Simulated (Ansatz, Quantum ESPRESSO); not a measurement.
# Band edges of F-SiC-H chair, 1 layer under strain, part 2 of 2

How do the band edges of F-SiC-H chair, 1 layer move against the vacuum when the sheet is stretched?

Quantum ESPRESSO 7.5; plane-wave DFT, PBE, GBRV ultrasoft pseudopotentials; geometry by Ansatz 0.2.0 with PAW datasets.

So far: The structure; Relaxation with Ansatz.

## 3. The script

Under ESM bc1 levels count from the vacuum, or from the mean of the two vacuum levels where the sheet has a dipole, so band edges at unlike strains can be compared.

Level of this step: plane-wave DFT, PBE, GBRV ultrasoft pseudopotentials (Quantum ESPRESSO 7.5).

The input, run.py:

```python
import json
import numpy as np
from ase import Atoms
from ase.calculators.espresso import Espresso, EspressoProfile

profile = EspressoProfile(command='mpirun -n 2 pw.x -nk 2', pseudo_dir='../pseudo')
pseudopotentials = {'C': 'c_pbe_v1.2.uspp.F.UPF', 'F': 'f_pbe_v1.4.uspp.F.UPF', 'H': 'h_pbe_v1.4.uspp.F.UPF', 'Si': 'si_pbe_v1.uspp.F.UPF'}
system = {'ecutwfc': 40, 'ecutrho': 200, 'occupations': 'smearing', 'smearing': 'fd', 'degauss': 0.002}


def calculator(name, kpts, **extra):
    data = dict(control=dict(tprnfor=True, verbosity='high', disk_io='none'),
                system=system | extra,
                electrons=dict(conv_thr=1e-09, mixing_beta=0.4, mixing_mode='plain',
                               electron_maxstep=100))
    return Espresso(profile=profile, directory=name, pseudopotentials=pseudopotentials, kpts=kpts, input_data=data)


def centre(atoms):
    z = atoms.positions[:, 2]
    atoms.positions[:, 2] -= (z.max() + z.min()) / 2  # ESM wants the slab about z = 0
    return atoms

sheet = Atoms(
    ['H', 'C', 'Si', 'F'],
    scaled_positions=[
        [0.6666666667, 0.3333333333, 0.4095363223],
        [0.6666666667, 0.3333333333, 0.4698035748],
        [0.3333333333, 0.6666666667, 0.5002494911],
        [0.3333333333, 0.6666666667, 0.5872103214]],
    cell=[
        [3.129530945899, 0.000000000000, 0.000000000000],
        [-1.564765472950, 2.710253301078, 0.000000000000],
        [0.000000000000, 0.000000000000, 18.373333333300]],
    pbc=True)

rows = []
for strain in [-0.03, -0.015, 0.0, 0.015, 0.03]:
    atoms = sheet.copy()
    atoms.set_cell(sheet.cell.array * [[1 + strain], [1 + strain], [1]], scale_atoms=True)
    atoms = centre(atoms)
    atoms.calc = calculator(f's{strain:+.3f}', (12, 12, 1), assume_isolated='esm', esm_bc='bc1', nbnd=12)
    energy = atoms.get_potential_energy()
    levels = np.array([atoms.calc.get_eigenvalues(kpt=i) for i in range(len(atoms.calc.get_ibz_k_points()))])
    top, bottom = levels[:, 7].max(), levels[:, 8].min()
    direct = (levels[:, 8] - levels[:, 7]).min()
    rows.append([strain, energy, top, bottom, direct])
    print(f'strain {strain:+.3f}: E = {energy:.5f} eV, valence top {top:.3f}, conduction bottom {bottom:.3f}, '
          f'gap {bottom - top:.3f}, least direct gap {direct:.3f} eV')

x, energy, top, bottom, direct = np.array(rows).T
area = np.linalg.norm(np.cross(*sheet.cell[:2]))
stiffness = np.polyfit(x, energy, 2)[0] / area * 16.0218  # C11 + C12, heights clamped
print(f'valence and conduction edges move by {np.polyfit(x, top, 1)[0]:.2f} and {np.polyfit(x, bottom, 1)[0]:.2f} eV per unit biaxial strain')
print(f'C11 + C12 with clamped heights: {stiffness:.1f} N/m')
json.dump(dict(rows=rows, stiffness=stiffness), open('result.json', 'w'))
```

Run with:

```console
OMP_NUM_THREADS=1 python run.py
```

The program printed:

```text
strain -0.030: E = -966.31229 eV, valence top -6.478, conduction bottom -3.206, gap 3.272, least direct gap 3.272 eV
strain -0.015: E = -966.37653 eV, valence top -6.510, conduction bottom -3.115, gap 3.395, least direct gap 3.395 eV
strain +0.000: E = -966.39670 eV, valence top -6.533, conduction bottom -3.029, gap 3.504, least direct gap 3.504 eV
strain +0.015: E = -966.37808 eV, valence top -6.549, conduction bottom -2.956, gap 3.593, least direct gap 3.593 eV
strain +0.030: E = -966.32511 eV, valence top -6.559, conduction bottom -2.889, gap 3.670, least direct gap 3.670 eV
valence and conduction edges move by -1.34 and 5.29 eV per unit biaxial strain
C11 + C12 with clamped heights: 163.8 N/m
```

Elapsed: 93 s, on 2 MPI ranks of AMD EPYC 9R45, shared host; peak memory 0.37 GiB.

The input that ASE wrote for the first run, and its log:

```
&CONTROL
   verbosity        = 'high'
   tprnfor          = .true.
   disk_io          = 'none'
   pseudo_dir       = '../pseudo'
/
&SYSTEM
   nbnd             = 12
   ecutwfc          = 40
   ecutrho          = 200
   occupations      = 'smearing'
   degauss          = 0.002
   smearing         = 'fd'
   assume_isolated  = 'esm'
   esm_bc           = 'bc1'
   ntyp             = 4
   nat              = 4
   ibrav            = 0
/
&ELECTRONS
   electron_maxstep = 100
   conv_thr         = 1e-09
   mixing_mode      = 'plain'
   mixing_beta      = 0.4
/
&IONS
/
&CELL
/
&FCP
/
&RISM
/
ATOMIC_SPECIES
H 1.008 h_pbe_v1.4.uspp.F.UPF
C 12.011 c_pbe_v1.2.uspp.F.UPF
Si 28.085 si_pbe_v1.uspp.F.UPF
F 18.998403163 f_pbe_v1.4.uspp.F.UPF

K_POINTS automatic
12 12 1  0 0 0

CELL_PARAMETERS angstrom
3.03564501752203 0.00000000000000 0.00000000000000
-1.51782250876150 2.62894570204566 0.00000000000000
0.00000000000000 0.00000000000000 18.37333333330000

ATOMIC_POSITIONS angstrom
H 1.5178225089 0.8763152339 -1.6322318051  
C 1.5178225089 0.8763152339 -0.5249214858  
Si -0.0000000002 1.7526304681 0.0344714830  
F -0.0000000002 1.7526304681 1.6322318051
```

```text
Program PWSCF v.7.5 starts
[citation notice left out]

     Parallel version (MPI & OpenMP), running on       2 processor cores
     Number of MPI processes:                 2
     Threads/MPI process:                     1

     MPI processes distributed on     1 nodes
[... 1 line left out ...]

Warning: card &CELL ignored
Warning: card &FCP ignored
Warning: card &RISM ignored

     Current dimensions of program PWSCF are:
     Max number of different atomic species (ntypx) = 10
     Max number of k-points (npk) =  40000
     Max angular momentum in pseudopotentials (lmaxx) =  4
     Message from routine setup:
     using ibrav=0 with symmetry is DISCOURAGED, use correct ibrav instead

     K-points division:     npool     =       2
     Subspace diagonalization in iterative solution of the eigenvalue problem:
     a serial algorithm will be used

     G-vector sticks info
     --------------------
     sticks:   dense  smooth     PW     G-vecs:    dense   smooth      PW
     Sum         451     367    121                47095    33853    5921

     Using Slab Decomposition

     bravais-lattice index     =            0
     lattice parameter (alat)  =       5.7365  a.u.
     unit-cell volume          =     989.5031 (a.u.)^3
     number of atoms/cell      =            4
     number of atomic types    =            4
     number of electrons       =        16.00
     number of Kohn-Sham states=           12
     kinetic-energy cutoff     =      40.0000  Ry
     charge density cutoff     =     200.0000  Ry
     scf convergence threshold =      1.0E-09
     mixing beta               =       0.4000
     number of iterations used =            8  plain     mixing
     Exchange-correlation=  SLA  PW   PBX  PBC
                           (   1   4   3   4   0   0   0)

     Effective Screening Medium Method
     =================================
     Boundary Conditions: Vacuum-Slab-Vacuum
     total charge in unit cell        =   0.0000
     grid points for fit at edges     =        4

[... 10 lines left out ...]
     PseudoPot. # 1 for H  read from file:
     ../pseudo/h_pbe_v1.4.uspp.F.UPF
     Pseudo is Ultrasoft, Zval =  1.0
     Generated by new atomic code, or converted to UPF format
     Using radial grid of  615 points,  2 beta functions with:
                l(1) =   0
                l(2) =   0
     Q(r) pseudized with  8 coefficients,  rinner =    0.700

     PseudoPot. # 2 for C  read from file:
     ../pseudo/c_pbe_v1.2.uspp.F.UPF
     Pseudo is Ultrasoft + core correction, Zval =  4.0
     Generated by new atomic code, or converted to UPF format
     Using radial grid of  721 points,  4 beta functions with:
                l(1) =   0
                l(2) =   0
                l(3) =   1
                l(4) =   1
     Q(r) pseudized with  8 coefficients,  rinner =    1.100   1.100   1.100

     PseudoPot. # 3 for Si read from file:
[... 594 lines left out ...]
     estimated scf accuracy    <          2.5E-10 Ry
     smearing contrib. (-TS)   =       0.00000000 Ry
     internal energy E=F+TS    =     -71.02264979 Ry

     The total energy is F=E-TS. E is the sum of the following terms:
     one-electron contribution =     259.39500553 Ry
     hartree contribution      =    -127.14029475 Ry
     xc contribution           =     -18.24752813 Ry
     ewald contribution        =    -185.02983244 Ry

     convergence has been achieved in  18 iterations

     negative rho (up, down):  5.096E-04 0.000E+00

     Forces acting on atoms (cartesian axes, Ry/au):

     atom    1 type  1   force =     0.00000000    0.00000000   -0.00317919
     atom    2 type  2   force =     0.00000000   -0.00000000   -0.01606335
     atom    3 type  3   force =     0.00000000    0.00000000    0.01391189
     atom    4 type  4   force =     0.00000000   -0.00000000    0.00540540
     The non-local contrib.  to forces
     atom    1 type  1   force =     0.00000000   -0.00000000    0.16336855
     atom    2 type  2   force =     0.00000000   -0.00000000   -0.21646846
     atom    3 type  3   force =     0.00000000    0.00000000    0.08817674
     atom    4 type  4   force =     0.00000000    0.00000000   -2.17087049
     The ionic contribution  to forces
     atom    1 type  1   force =    -0.00000000    0.00000000   -7.45836002
     atom    2 type  2   force =    -0.00000000    0.00000000  -13.18683220
     atom    3 type  3   force =     0.00000000   -0.00000000   -8.69397251
     atom    4 type  4   force =     0.00000000   -0.00000000   29.33916472
     The local contribution  to forces
     atom    1 type  1   force =    -0.00000000    0.00000000    7.29181512
     atom    2 type  2   force =    -0.00000000    0.00000000   13.38615771
     atom    3 type  3   force =     0.00000000   -0.00000000    8.62093871
     atom    4 type  4   force =     0.00000003   -0.00000001  -27.16288677
     The core correction contribution to forces
     atom    1 type  1   force =     0.00000000    0.00000000    0.00000000
     atom    2 type  2   force =     0.00000000   -0.00000000    0.00108419
     atom    3 type  3   force =    -0.00000000    0.00000000   -0.00123789
     atom    4 type  4   force =     0.00000000    0.00000000    0.00000000
     The Hubbard contrib.    to forces
     atom    1 type  1   force =     0.00000000    0.00000000    0.00000000
     atom    2 type  2   force =     0.00000000    0.00000000    0.00000000
     atom    3 type  3   force =     0.00000000    0.00000000    0.00000000
     atom    4 type  4   force =     0.00000000    0.00000000    0.00000000
     The SCF correction term to forces
     atom    1 type  1   force =    -0.00000000    0.00000000   -0.00000284
     atom    2 type  2   force =    -0.00000000    0.00000000   -0.00000459
     atom    3 type  3   force =     0.00000000   -0.00000000    0.00000684
     atom    4 type  4   force =     0.00000000   -0.00000000   -0.00000206

     Total force =     0.022156     Total SCF correction =     0.000009
     Message from routine punch:
     Nothing written, as per user request (disk_io='none')

[... 1 line left out ...]

[... 1 line left out ...]

[... 1 line left out ...]

[... 3 lines left out ...]

[... 1 line left out ...]

[... 2 lines left out ...]

[... 1 line left out ...]

[... 1 line left out ...]

=------------------------------------------------------------------------------=
   JOB DONE.
=------------------------------------------------------------------------------=
```

Read from the output:

- biaxial stiffness: 163.8 N/m

The band edge from the vacuum level by biaxial strain:

```csv
biaxial strain (%),valence top (eV),conduction bottom (eV)
-3.00,-6.48,-3.21
-1.50,-6.51,-3.11
0.00,-6.53,-3.03
1.50,-6.55,-2.96
3.00,-6.56,-2.89
```

Table of gap by biaxial strain:

| biaxial strain (%) | on the mesh (eV) | least direct (eV) |
| --- | --- | --- |
| -3.00 | 3.27 | 3.27 |
| -1.50 | 3.40 | 3.40 |
| 0.00 | 3.50 | 3.50 |
| 1.50 | 3.59 | 3.59 |
| 3.00 | 3.67 | 3.67 |

Energy over the lowest against biaxial strain:

```
biaxial strain (%)  energy over the lowest (meV)
             -3.00                          84.4
             -1.50                          20.2
              0.00                             0
              1.50                          18.6
              3.00                          71.6
```

## 4. Running the series: PBE, SSSP efficiency

Level of this step: plane-wave DFT, PBE, SSSP efficiency pseudopotentials (Quantum ESPRESSO 7.5).

run.py, as its differences from the input of step 3:

```diff
@@ -6,4 +6,4 @@
 profile = EspressoProfile(command='mpirun -n 2 pw.x -nk 2', pseudo_dir='../pseudo')
-pseudopotentials = {'C': 'c_pbe_v1.2.uspp.F.UPF', 'F': 'f_pbe_v1.4.uspp.F.UPF', 'H': 'h_pbe_v1.4.uspp.F.UPF', 'Si': 'si_pbe_v1.uspp.F.UPF'}
-system = {'ecutwfc': 40, 'ecutrho': 200, 'occupations': 'smearing', 'smearing': 'fd', 'degauss': 0.002}
+pseudopotentials = {'C': 'C.pbe-n-kjpaw_psl.1.0.0.UPF', 'F': 'f_pbe_v1.4.uspp.F.UPF', 'H': 'H.pbe-rrkjus_psl.1.0.0.UPF', 'Si': 'Si.pbe-n-rrkjus_psl.1.0.0.UPF'}
+system = {'ecutwfc': 45, 'ecutrho': 360, 'occupations': 'smearing', 'smearing': 'fd', 'degauss': 0.002}
```

Run with:

```console
OMP_NUM_THREADS=1 python run.py
```

The program printed:

```text
strain -0.030: E = -1085.71103 eV, valence top -6.465, conduction bottom -3.212, gap 3.254, least direct gap 3.254 eV
strain -0.015: E = -1085.77746 eV, valence top -6.497, conduction bottom -3.119, gap 3.378, least direct gap 3.378 eV
strain +0.000: E = -1085.79958 eV, valence top -6.521, conduction bottom -3.037, gap 3.485, least direct gap 3.485 eV
strain +0.015: E = -1085.78253 eV, valence top -6.538, conduction bottom -2.962, gap 3.576, least direct gap 3.576 eV
strain +0.030: E = -1085.73102 eV, valence top -6.548, conduction bottom -2.898, gap 3.650, least direct gap 3.650 eV
valence and conduction edges move by -1.38 and 5.23 eV per unit biaxial strain
C11 + C12 with clamped heights: 164.9 N/m
```

The job ended after 2.2 min (2 MPI ranks; peak memory 0.63 GiB).

Read from the output:

| Quantity | Value |
| --- | --- |
| biaxial stiffness | 164.9 N/m |

Band edge from the vacuum level against biaxial strain:

| biaxial strain (%) | valence top (eV) | conduction bottom (eV) |
| --- | --- | --- |
| -3.00 | -6.47 | -3.21 |
| -1.50 | -6.50 | -3.12 |
| 0.00 | -6.52 | -3.04 |
| 1.50 | -6.54 | -2.96 |
| 3.00 | -6.55 | -2.90 |

Table of gap by biaxial strain:

```
biaxial strain (%)  on the mesh (eV)  least direct (eV)
             -3.00              3.25               3.25
             -1.50              3.38               3.38
              0.00              3.48               3.48
              1.50              3.58               3.58
              3.00              3.65               3.65
```

The energy over the lowest by biaxial strain:

```
biaxial strain (%)  energy over the lowest (meV)
             -3.00                          88.5
             -1.50                          22.1
              0.00                             0
              1.50                          17.0
              3.00                          68.6
```

## 5. Worked from the printed numbers

Under equal strain ε in the plane, E = A (C11 + C12) ε². From the points at ±1.5 %: d²E/dε² = (20.16 + 18.62 − 2 × 0.00) meV / 0.015² = 172 eV, and 172/(2 × 8.482 Å²) × 16.02 = 163 N/m.

## 6. Results

```json
{
  "C11 + C12, heights clamped, PBE, GBRV ultrasoft": "164 N/m",
  "gap on the mesh at zero strain, PBE, GBRV ultrasoft": "3.50 eV",
  "valence top below the mean of the two vacuum levels at zero strain, PBE, GBRV ultrasoft": "6.53 eV",
  "shift of the valence top per unit biaxial strain, PBE, GBRV ultrasoft": "-1.3 eV",
  "shift of the conduction bottom per unit biaxial strain, PBE, GBRV ultrasoft": "5.3 eV",
  "C11 + C12, heights clamped, PBE, SSSP efficiency": "165 N/m",
  "gap on the mesh at zero strain, PBE, SSSP efficiency": "3.48 eV",
  "valence top below the mean of the two vacuum levels at zero strain, PBE, SSSP efficiency": "6.52 eV",
  "shift of the valence top per unit biaxial strain, PBE, SSSP efficiency": "-1.4 eV",
  "shift of the conduction bottom per unit biaxial strain, PBE, SSSP efficiency": "5.2 eV"
}
```

What this shows: The sheet's biaxial stiffness comes to 164 N/m and its gap at zero strain to 3.50 eV (PBE, GBRV ultrasoft). From −3 % to +3 % the gap on the mesh goes from 3.27 to 3.67 eV; it is direct at every strain. Heights are clamped under strain, which makes a sheet with several atomic planes too stiff. Semilocal gaps are too small. The sheet carries a dipole, so the two faces have unlike vacuum levels and the zero lies between them.

[Logs are printed without paths, hosts, clocks, repeated set-up lines and the standing remarks that a program may print on its own settings, such as how far it seeks lower states.]

[Hosts, paths, dates, database ids (printed as entryN), source tags and the programs' standing remarks are cut or masked in the printed files.]

[Maps of the electrostatic potential energy from Ansatz leave out the sawtooth potential of an applied field or a dipole correction, so their vacuum need not be flat; planar profiles and work functions include it.]
